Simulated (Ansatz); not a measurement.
## The false plateau in GW convergence: KCdCO3F (P-6m2)

Aim: vary empty bands and screening cutoff apart and together in G0W0 on KCdCO3F (P-6m2).

Main program and level: Ansatz 0.2.0; G0W0 on PBE, plane waves, PAW; PAW set soft_1.

## (1) Set-up

Symmetry: P-6m2, No. 187, hexagonal system. Conventional cell: a = 5.132 Å, b = 5.132 Å, c = 4.432 Å, α = 90.00°, β = 90.00°, γ = 120.00°. K has 6 O at 2.78 Å and 3 F at 2.96 Å nearest. Nearest to Cd lie 2 F at 2.22 Å and 6 O at 2.57 Å. Nearest to C lie 3 O at 1.29 Å. Nearest to O lie 1 C at 1.29 Å and 2 Cd at 2.57 Å and 2 K at 2.78 Å. Nearest to F lie 2 Cd at 2.22 Å and 3 K at 2.96 Å. Farther neighbours and most contacts between anions are not listed.

Geometry: measured cell, ions relaxed with PBE. The runs that relaxed it are not among those shown.

## (2) 81 empty bands, screening to 50 eV

G0W0 replaces the xc potential by the self-energy, built once from these orbitals. Only a window of levels is corrected, while the sums run over the empty bands that the input names. This step takes PAW set soft_1 files.

Input file input.yaml:

```yaml
crystal:
  lattice:
    - [5.1324, 0.0, 0.0]
    - [-2.5662, 4.4447887824, 0.0]
    - [0.0, 0.0, 4.4324]
  atoms:
    - { symbol: K, position: [0.0, 0.0, 0.0] }
    - { symbol: Cd, position: [0.6666666667, 0.3333333333, 0.5] }
    - { symbol: C, position: [0.3333333333, 0.6666666667, 0.5] }
    - { symbol: O, position: [0.1878970915, 0.3757941831, 0.5] }
    - { symbol: O, position: [0.1878970915, 0.8121029085, 0.5] }
    - { symbol: O, position: [0.6242058169, 0.8121029085, 0.5] }
    - { symbol: F, position: [0.6666666667, 0.3333333333, 0.0] }
kpoints:
  mp_grid: { grid: [6, 6, 6] }
hamiltonian:
  xc: pbe
  pseudopotentials: { kind: paw, azcp: { folder: soft_1 } }
scf:
  occupations: { method: fixed }
gw:
  n_empty_bands: 81
  ecut_chi: 50
  qp_bands: [v2, c2]
  qp_kpoints: band_edges
  screening: { model: contour_deformation }
```

The run is started by

```bash
ansatz run input.yaml --threads 3 --pin off --max-ram 92160MiB --backend cuda --events-out ev --progress --plain --runs-dir out --devices 1 --max-vram 13GiB
```

Numbers of over 12 decimals in the logs are rounded to 6 here.

The log of the run:

```text
GPUs: using 1 of 1 available (devices: 1).
Engine: ansatz 0.2.0, x86_64-unknown-linux-gnu
Pseudopotentials: kind: paw
Pseudopotential: K, paw, valence charge 9, recommended cutoff 420 eV (normal), soft_1/K.paw.azcp
Pseudopotential: Cd, paw, valence charge 20, recommended cutoff 420 eV (normal), soft_1/Cd.paw.azcp
Pseudopotential: C, paw, valence charge 4, recommended cutoff 420 eV (normal), soft_1/C.paw.azcp
Pseudopotential: O, paw, valence charge 6, recommended cutoff 420 eV (normal), soft_1/O.paw.azcp
Pseudopotential: F, paw, valence charge 7, recommended cutoff 420 eV (normal), soft_1/F.paw.azcp
Functional definition: PBE
  parameter kappa = 0.804
  parameter beta = 0.066725
  exchange = pbe_x(kappa = kappa, mu = beta*pi^2/3)
  correlation = pbe_c(beta = beta)
device memory: the entry about to start is reckoned to put 1.4 GiB on a device that reports 50.0 GiB free (of which the cap on the GPU budget leaves the run 13.0 GiB)
GPU FFT provider: cuFFT
GPU libraries: cuBLAS 13.8.2, cuFFT 12.4.0, cuSOLVER 12.3.4
Crystal: 7 atoms, lattice volume = 101.114 Å³
Basis set: ecut = 420 eV, 1977 PW (Γ)
Bands: 36, of which v1, the nominal top of the filled ones, is band 29 counted from 1 (28 counted from 0)
Symmetry: 12 space group operations
Space group: P-6m2 (ITA 187), of the structure as read, at distance tolerance 4.7e-5 Å
k-points: 28 of 216 (time reversal used)
Non-local potential: K, projectors of the file, l = 0: 3, l = 1: 2, l = 2: 2
Non-local potential: Cd, projectors of the file, l = 0: 3, l = 1: 2, l = 2: 2, l = 3: 1
Non-local potential: C, projectors of the file, l = 0: 2, l = 1: 2, l = 2: 1
Non-local potential: O, projectors of the file, l = 0: 2, l = 1: 2, l = 2: 1
Non-local potential: F, projectors of the file, l = 0: 2, l = 1: 2, l = 2: 1
PAW form: soft (Blöchl's): semilocal exchange-correlation on the pseudo side does not see the compensation charge
PAW one-centre angular grid: K, 110 points (default); XC on 64 Gauss nodes
PAW one-centre angular grid: Cd, 590 points (default); XC on 64 Gauss nodes
PAW one-centre angular grid: C, 110 points (default); XC on 64 Gauss nodes
PAW one-centre angular grid: O, 110 points (default); XC on 64 Gauss nodes
PAW one-centre angular grid: F, 110 points (default); XC on 64 Gauss nodes
Initial density: superposition of atomic densities (chi_scale 0.1, normalization cell, long waves kept (reshape's long-wave potential 0.01 eV rms))
Initial wavefunctions: pseudopotential atomic-orbital guess
GPU buffer pool allocated for 38880 grid points (all kernels)
GPU transforms: local potential and band sums: pruned to the plane-wave sphere, on 36×36×30
Functional: x = pbe(κ = 0.804, μ = 0.219515), c = pbe(β = 0.066725)
SCF iter   1: F=—  HF=-12562.628862 eV  |F-HF|=—  |Δ(HF+E_count)|=         —  Δρ=1.64e-1  dr2=2.55e1  ethr=3.10e-3  ⟨swp⟩=4.1  Hψ=3504  notcnv=0  defer=114
preconditioner: auto → Resta (q_TF=auto, 2.487 Å⁻¹)  ε∞=3.7  [insulator: Δε(μ)=0.637 eV  Ē_g=15.600 eV  n_scr=26 (ndim 8)  ℏωp=25.6 eV  f_vac=0.079  ε∞_Penn≈3.7]
SCF iter   2: F=—  HF=-12557.071763 eV  |F-HF|=—  |Δ(HF+E_count)|=    5.56e0  Δρ=8.03e-2  dr2=4.08e0  ethr=3.10e-3  ⟨swp⟩=4.0  Hψ=2621  notcnv=0  defer=117
SCF iter   3: F=—  HF=-12556.120511 eV  |F-HF|=—  |Δ(HF+E_count)|=   9.51e-1  Δρ=2.43e-2  dr2=6.93e-1  ethr=3.10e-3  ⟨swp⟩=2.2  Hψ=2023  notcnv=0  defer=93
SCF iter   4: F=—  HF=-12555.935177 eV  |F-HF|=—  |Δ(HF+E_count)|=   1.85e-1  Δρ=7.42e-3  dr2=9.44e-2  ethr=1.19e-3  ⟨swp⟩=2.0  Hψ=1864  notcnv=0  defer=139
SCF iter   5: F=—  HF=-12555.919315 eV  |F-HF|=—  |Δ(HF+E_count)|=   1.59e-2  Δρ=2.32e-3  dr2=8.61e-3  ethr=1.63e-4  ⟨swp⟩=2.1  Hψ=1563  notcnv=0  defer=140
SCF iter   6: F=—  HF=-12555.922882 eV  |F-HF|=—  |Δ(HF+E_count)|=   3.57e-3  Δρ=1.60e-3  dr2=2.05e-3  ethr=1.49e-5  ⟨swp⟩=2.8  Hψ=1923  notcnv=0  defer=140
[...]
E_paw        = -5677.484195  (= ΣΔE_a)
  E_vpaw       = -801.990092  (= ΣTr[D̂ρ^β])
  E_aug_tail   = 0.003326  (compensation charges beyond the density's cutoff)
  E_ewald      = -4346.833774
  E_smearing   = -0.000000  (= −TS)
  E_closure    = -0.000000  (closes the sum)
  Σ components = -12555.923253   (vs F -12555.923253, Δ=0.00e0)
--- Band table (eV; the first three rows and the last of 28) ---
  k-point 0: bands = [... 25 lower, 3.2311, 3.5447, 3.5447, 4.9646, 6.8032, 10.8451, 11.3061, 13.8581, ... 3 higher]
  k-point 1: bands = [... 25 lower, 3.2036, 3.5613, 3.5613, 4.9657, 7.2197, 10.7089, 11.5014, 13.9305, ... 3 higher]
  k-point 2: bands = [... 25 lower, 3.1325, 3.5938, 3.5938, 4.9681, 8.2606, 10.4141, 11.6100, 14.0680, ... 3 higher]
  k-point 27: bands = [... 25 lower, 3.3977, 3.5725, 3.6552, 4.5261, 10.7431, 11.0632, 11.9604, 12.6008, ... 3 higher]
--- G₀W₀: contour deformation, 6 samples at zero and on the imaginary axis and 3 off it, 216 q-points, 81 empty bands' worth ---
  eigenvalues of the whole cell's RPA ε∞ on this k-mesh (on a slab, of 1 + 4πα/V) = 2.3412, 2.9065, 2.9065; static W/v taken at q = 0 is 0.370254
  bands read: the sum over 110 bands ends inside a degenerate multiplet in 1 slot, whose members it reads at an even weight; the widest, k=0: bands 110 to 111 (counted from 1) at 1/2 each
  gw.qp_kpoints: band_edges: 28 of 28 stored k-points solved, in 1 pass; an edge of the gap read off the rows below is read off those points alone
  `?` marks the rows in doubt; gw_qp.tsv's column doubts and the gw_qp event give each row's grounds
    ik  band        ε_KS         Σx   Σc(E_QP)       V_xc       Z   E_QP_lin       E_QP  E_QP is
     0    28      3.5447   -25.2188     4.5980   -19.6666  0.7607     2.5717     2.5904  root
     0    29      4.9646   -27.0646     4.8864   -21.3158  0.7660     4.0888     4.1023  root
     0    30      6.8032    -8.7475    -3.4103   -13.3310  0.8478     7.9887     7.9764  root
     0    31     10.8451   -11.2785    -3.7187   -17.3215  0.7986    13.2729    13.1693  root ?
     1    28      3.5613   -25.2700     4.5936   -19.7213  0.7613     2.5876     2.6063  root
     1    29      4.9657   -27.0679     4.8868   -21.3197  0.7660     4.0909     4.1043  root
     1    30      7.2197    -9.3903    -3.3577   -13.9724  0.8437     8.4583     8.4441  root
     1    31     10.7089   -10.9280    -3.6749   -16.8720  0.8029    13.0700    12.9780  root
     2    28      3.5938   -25.3626     4.5851   -19.8191  0.7623     2.6170     2.6355  root
     2    29      4.9681   -27.0741     4.8874   -21.3267  0.7660     4.0948     4.1082  root
     2    30      8.2606   -10.9912    -3.3018   -15.6653  0.8330     9.6544     9.6328  root
     2    31     10.4141   -10.1561    -3.6165   -15.9032  0.8115    12.6162    12.5447  root
     3    28      3.6097   -25.4051     4.5811   -19.8633  0.7628     2.6306     2.6491  root
     3    29      4.9696   -27.0769     4.8878   -21.3294  0.7660     4.0965     4.1099  root
     3    30      9.0700   -12.9905    -3.3112   -17.8539  0.8199    10.6567    10.6221  root
[...]
4    31     10.8488   -11.1856    -3.7208   -17.2364  0.7993    13.2824    13.1789  root ?
[...]
8    31     10.8640   -11.0422    -3.7258   -17.1135  0.8004    13.3135    13.2095  root ?
[...]
12    31     10.8757   -10.9921    -3.7289   -17.0760  0.8008    13.3355    13.2307  root ?
[...]
15    31     10.9681   -11.5458    -3.6576   -17.5133  0.7962    13.3833    13.2780  root ?
[...]
16    31     10.8614   -11.0812    -3.7255   -17.1491  0.8000    13.3077    13.2037  root ?
[...]
20    31     10.8842   -11.0269    -3.7335   -17.1206  0.8004    13.3501    13.2444  root ?
[...]
23    31     10.9643   -11.5077    -3.6655   -17.4813  0.7964    13.3772    13.2725  root ?
[...]
24    31     10.9019   -11.0524    -3.7410   -17.1657  0.8001    13.3819    13.2742  root ?
[...]
26    29      4.5396   -26.9338     4.7985   -21.1721  0.7656     3.5578     3.5764  root
    26    30     10.1171   -11.7892    -3.5963   -17.1029  0.8071    11.8933    11.8346  root
    26    31     10.9789   -11.4185    -3.6137   -17.3200  0.7979    13.3676    13.2667  root ?
    27    28      3.6552   -31.3731     4.9515   -25.2978  0.7762     2.5070     2.5314  root
    27    29      4.5261   -26.8518     4.7871   -21.1014  0.7656     3.5442     3.5629  root
    27    30     10.7431   -13.0234    -3.7827   -18.6644  0.7919    12.6841    12.6014  root
    27    31     11.0632   -11.9060    -3.6807   -17.9440  0.7925    13.5360    13.4205  root ?
[key lines of the parts left out:]
SCF converged after 11 iterations
Free energy (F): -12555.923253 eV
Fermi energy:    4.969568 eV
```

The job ended after 28 s (1 × NVIDIA H100 80GB HBM3 (shared by 6 runs) with 3 threads of AMD EPYC 7R13 (Zen 3), shared host; peak memory 1.2 GiB; 44 s of CPU time).

The column dr2 measures how far the density is from self-consistency, as an energy; F and HF (Harris–Foulkes) agree once it is small.

Numbers from this step:

```
bands summed                                 : 110
RPA ε∞ on this mesh (eigenvalues)            : 2.341, 2.907, 2.907
plane waves in the screening matrix          : 71
q-points in the mesh                         : 216
G0W0 gap on the mesh                         : 3.866 eV
k of the valence top                         : 0, 0, -0.5
k of the conduction bottom                   : 0, 0, 0
starting gap on the mesh                     : 1.834 eV
Z at the valence top                         : 0.7660
Z at the conduction bottom                   : 0.8478
least direct G0W0 gap on the computed points : 3.874 eV
```

The gap on the mesh goes from 1.83 eV to 3.87 eV, a correction of +2.03 eV. Between the two edge states, bare exchange in place of the xc potential would open the gap by 10.33 eV, and correlation takes back 8.30 eV.

## (3) 421 empty bands, screening to 50 eV

input.yaml: that of step 2 with these lines changed.

```diff
@@ -21,3 +21,3 @@
 gw:
-  n_empty_bands: 81
+  n_empty_bands: 421
   ecut_chi: 50
```

The log of the run:

```text
GPUs: using 1 of 1 available (devices: 1).
[...]
GPU FFT provider: cuFFT
GPU libraries: cuBLAS 13.8.2, cuFFT 12.4.0, cuSOLVER 12.3.4
Crystal: 7 atoms, lattice volume = 101.114 Å³
Basis set: ecut = 420 eV, 1977 PW (Γ)
Bands: 36, of which v1, the nominal top of the filled ones, is band 29 counted from 1 (28 counted from 0)
Symmetry: 12 space group operations
[...]
k-points: 28 of 216 (time reversal used)
[...]
1    31     10.7089   -10.9280    -4.0030   -16.8720  0.8026    12.7135    12.6499  root
[...]
27    28      3.6552   -31.3731     4.7537   -25.2978  0.7769     2.2975     2.3336  root
    27    29      4.5261   -26.8518     4.5713   -21.1014  0.7661     3.3184     3.3471  root
    27    30     10.7431   -13.0234    -4.1332   -18.6644  0.7920    12.2999    12.2509  root
    27    31     11.0632   -11.9060    -3.9999   -17.9440  0.7921    13.1820    13.1013  root
[key lines of the parts left out:]
SCF converged after 11 iterations
Free energy (F): -12555.923253 eV
Fermi energy:    4.969568 eV
```

Wall time 97 s (1 × NVIDIA H100 80GB HBM3 (shared by 6 runs) with 3 threads); peak memory 1.9 GiB; 2.8 min of CPU time.

This step gave:

- bands summed: 450
- RPA ε∞ on this mesh (eigenvalues): 2.354, 2.921, 2.921
- plane waves in the screening matrix: 71
- G0W0 gap on the mesh: 3.727 eV
- k of the valence top: 0, 0, -0.5
- k of the conduction bottom: 0, 0, 0
- starting gap on the mesh: 1.834 eV
- least direct G0W0 gap on the computed points: 3.734 eV

Against the run with 6×6×6 mesh, 81 empty bands, screening to 50 eV, PAW set soft_1 files, the gap moves by −0.14 eV.

## (4) 229 empty bands, screening to 100 eV

Bands and screening cutoff are moved together, since each hides the error of the other.

input.yaml: that of step 3 with these lines changed.

```diff
@@ -21,4 +21,4 @@
 gw:
-  n_empty_bands: 421
-  ecut_chi: 50
+  n_empty_bands: 229
+  ecut_chi: 100
   qp_bands: [v2, c2]
```

The log of the run:

```text
GPUs: using 1 of 1 available (devices: 1).
[...]
GPU FFT provider: cuFFT
GPU libraries: cuBLAS 13.8.2, cuFFT 12.4.0, cuSOLVER 12.3.4
Crystal: 7 atoms, lattice volume = 101.114 Å³
Basis set: ecut = 420 eV, 1977 PW (Γ)
Bands: 36, of which v1, the nominal top of the filled ones, is band 29 counted from 1 (28 counted from 0)
Symmetry: 12 space group operations
[...]
k-points: 28 of 216 (time reversal used)
[...]
1    31     10.7089   -10.9280    -4.0669   -16.8720  0.7937    12.6438    12.5860  root
[...]
27    28      3.6552   -31.3731     4.9367   -25.2978  0.7666     2.4904     2.5166  root
    27    29      4.5261   -26.8518     4.6551   -21.1014  0.7570     3.4065     3.4309  root
    27    30     10.7431   -13.0234    -4.0734   -18.6644  0.7853    12.3645    12.3107  root
    27    31     11.0632   -11.9060    -4.0522   -17.9440  0.7824    13.1231    13.0490  root
[key lines of the parts left out:]
SCF converged after 11 iterations
Free energy (F): -12555.923253 eV
Fermi energy:    4.969568 eV
```

Run time: 75 s. Hardware: 1 × NVIDIA H100 80GB HBM3 (shared by 6 runs) with 3 threads; peak memory 1.7 GiB; 2.1 min of CPU time.

The G0W0 gap on the mesh is 3.753 eV.

## (5) 1193 empty bands, screening to 100 eV

input.yaml: that of step 4 with these lines changed.

```diff
@@ -21,3 +21,3 @@
 gw:
-  n_empty_bands: 229
+  n_empty_bands: 1193
   ecut_chi: 100
```

The log of the run:

```text
GPUs: using 1 of 1 available (devices: 1).
[...]
GPU FFT provider: cuFFT
GPU libraries: cuBLAS 13.8.2, cuFFT 12.4.0, cuSOLVER 12.3.4
Crystal: 7 atoms, lattice volume = 101.114 Å³
Basis set: ecut = 420 eV, 1977 PW (Γ)
Bands: 36, of which v1, the nominal top of the filled ones, is band 29 counted from 1 (28 counted from 0)
Symmetry: 12 space group operations
[...]
k-points: 28 of 216 (time reversal used)
[...]
1    31     10.7089   -10.9280    -4.2477   -16.8720  0.7933    12.4514    12.4052  root
[...]
27    28      3.6552   -31.3731     4.7882   -25.2978  0.7665     2.3337     2.3681  root
    27    29      4.5261   -26.8518     4.5108   -21.1014  0.7568     3.2545     3.2866  root
    27    30     10.7431   -13.0234    -4.2518   -18.6644  0.7848    12.1723    12.1324  root
    27    31     11.0632   -11.9060    -4.2377   -17.9440  0.7820    12.9243    12.8635  root
[key lines of the parts left out:]
SCF converged after 11 iterations
Free energy (F): -12555.923253 eV
Fermi energy:    4.969568 eV
```

Elapsed: 13 min, on 1 × NVIDIA H100 80GB HBM3 (shared by 6 runs) with 3 threads; peak memory 4.5 GiB; 25 min of CPU time.

The G0W0 gap on the mesh is 3.764 eV.

## (6) 81 empty bands, screening to 150 eV

input.yaml: that of step 5 with these lines changed.

```diff
@@ -21,4 +21,4 @@
 gw:
-  n_empty_bands: 1193
-  ecut_chi: 100
+  n_empty_bands: 81
+  ecut_chi: 150
   qp_bands: [v2, c2]
```

The log of the run:

```text
GPUs: using 1 of 1 available (devices: 1).
[...]
GPU FFT provider: cuFFT
GPU libraries: cuBLAS 13.8.2, cuFFT 12.4.0, cuSOLVER 12.3.4
Crystal: 7 atoms, lattice volume = 101.114 Å³
Basis set: ecut = 420 eV, 1977 PW (Γ)
Bands: 36, of which v1, the nominal top of the filled ones, is band 29 counted from 1 (28 counted from 0)
Symmetry: 12 space group operations
[...]
k-points: 28 of 216 (time reversal used)
[...]
26    31     10.9789   -11.4185    -3.6075   -17.3200  0.7870    13.3703    13.2729  root
    27    28      3.6552   -31.3731     5.2584   -25.2978  0.7626     2.8256     2.8384  root
    27    29      4.5261   -26.8518     4.9994   -21.1014  0.7534     3.7641     3.7752  root
    27    30     10.7431   -13.0234    -3.6639   -18.6644  0.7842    12.8114    12.7202  root
    27    31     11.0632   -11.9060    -3.6841   -17.9440  0.7809    13.5269    13.4171  root ?
[key lines of the parts left out:]
SCF converged after 11 iterations
Free energy (F): -12555.923253 eV
Fermi energy:    4.969568 eV
```

The job ended after 37 s (1 × NVIDIA H100 80GB HBM3 (shared by 6 runs) with 3 threads; peak memory 2.1 GiB).

The G0W0 gap on the mesh is 3.811 eV.

## (7) 421 empty bands, screening to 150 eV

input.yaml: that of step 6 with these lines changed.

```diff
@@ -21,3 +21,3 @@
 gw:
-  n_empty_bands: 81
+  n_empty_bands: 421
   ecut_chi: 150
```

The log of the run:

```text
GPUs: using 1 of 1 available (devices: 1).
[...]
GPU FFT provider: cuFFT
GPU libraries: cuBLAS 13.8.2, cuFFT 12.4.0, cuSOLVER 12.3.4
Crystal: 7 atoms, lattice volume = 101.114 Å³
Basis set: ecut = 420 eV, 1977 PW (Γ)
Bands: 36, of which v1, the nominal top of the filled ones, is band 29 counted from 1 (28 counted from 0)
Symmetry: 12 space group operations
[...]
k-points: 28 of 216 (time reversal used)
[...]
1    31     10.7089   -10.9280    -4.2949   -16.8720  0.7907    12.4003    12.3580  root
[...]
27    28      3.6552   -31.3731     4.7883   -25.2978  0.7627     2.3325     2.3682  root
    27    29      4.5261   -26.8518     4.4911   -21.1014  0.7530     3.2334     3.2669  root
    27    30     10.7431   -13.0234    -4.2240   -18.6644  0.7833    12.2017    12.1601  root
    27    31     11.0632   -11.9060    -4.2916   -17.9440  0.7792    12.8645    12.8096  root
[key lines of the parts left out:]
SCF converged after 11 iterations
Free energy (F): -12555.923253 eV
Fermi energy:    4.969568 eV
```

The job ended after 2.4 min (1 × NVIDIA H100 80GB HBM3 (shared by 6 runs) with 3 threads; peak memory 2.7 GiB).

The G0W0 gap on the mesh is 3.865 eV.

(Part 1 of 2 ends here.)

[Paths, hosts, dates, memory and timing lines, banners, echoed tables and standing remarks are left out of the program output.]

[Logs are printed without paths, hosts, clocks, repeated set-up lines and the standing remarks that a program may print on its own settings, such as how far it seeks lower states.]

[Runs of the session that timed out or met a known fault of the program may be left out.]

[Cells called generated may have been cut or substituted from an entry of the Crystallography Open Database or the Materials Project.]

[Hosts, paths, dates, database ids (printed as entryN), source tags and the programs' standing remarks are cut or masked in the printed files.]
